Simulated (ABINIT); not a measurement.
Entries from a set of simulations; values are calculated unless marked as measured.

**Beyond one shot: KBr (Fm-3m)**

Symmetry: Fm-3m, No. 225, cubic system. Conventional cell: a = 6.600 Å, b = 6.600 Å, c = 6.600 Å, α = 90.00°, β = 90.00°, γ = 90.00°. K has 6 Br at 3.30 Å nearest. Nearest to Br lie 6 K at 3.30 Å. Farther neighbours, and contacts between anions beyond the nearest, are not listed.

```yaml
method: RPA screening on PBE, plane waves, norm-conserving pseudopotentials (and 3 further levels or steps)
program: ABINIT 10.8.3
settings: cutoff 33 Ha, PseudoDojo scalar-relativistic 0.4.1 standard, norm-conserving, potential set dojo-sr-pbe-0.4.1-standard, ngkpt (4, 4, 4), nband 389, ecuteps 8.4 Ha, inclvkb 2, shiftk (0, 0, 0), symchi 1, awtr 1, frequency ppm, 4×4×4 k-mesh
cost: 5 runs, 44 min in all on 8 MPI ranks of Arm Neoverse V2, shared host
notes: The cell and positions come from the Crystallography Open Database and are kept as given unless a step says otherwise. Limits: no spin-orbit coupling. The first cycle of evGW0 takes the full correction, without the factor Z, so it overshoots the one-shot value.
g0w0: 6.996 eV
evgw0_cycle_1: 7.541 eV
evgw0_cycle_2: 7.382 eV
known_limits: short of the basis limit; no spin-orbit coupling
```

Only the bands that the input lists are updated; the higher empty ones keep the functional's energies. evGW0 ends at 7.38 eV, +0.39 eV from G0W0, after 2 cycles that took 41 min beside the first screening; the last moved the gap by 0.159 eV, so the loop had not settled.

[Long decimals in the printed logs are rounded to 6 places.]

[Logs are printed without paths, hosts, clocks, repeated set-up lines and the standing remarks that a program may print on its own settings, such as how far it seeks lower states.]

[Paths, hosts, dates, memory and timing lines, banners, echoed tables and standing remarks are left out of the program output; an Ansatz launch command may be rebuilt from the run's recorded settings. Measured values are a selection of at most five: reports struck by readers or far from the other reports are left out. None is set beside runs whose start may be inverted or whose files or cutoffs have a known fault.]

[Runs of the session that timed out or met a known fault of the program may be left out.]

[Hosts, paths, dates, database ids (printed as entryN), source tags and the programs' standing remarks are cut or masked in the printed files.]

[G0W0 gaps are taken among the corrected bands and points alone; a level outside them can change the order at an edge.]

[Where Ansatz stands beside ABINIT at settings called matched, ABINIT's density can come from a denser mesh and the files from another edition; pairs whose starting gaps differed by over 0.03 eV were left out, so agreement reads better than it is.]
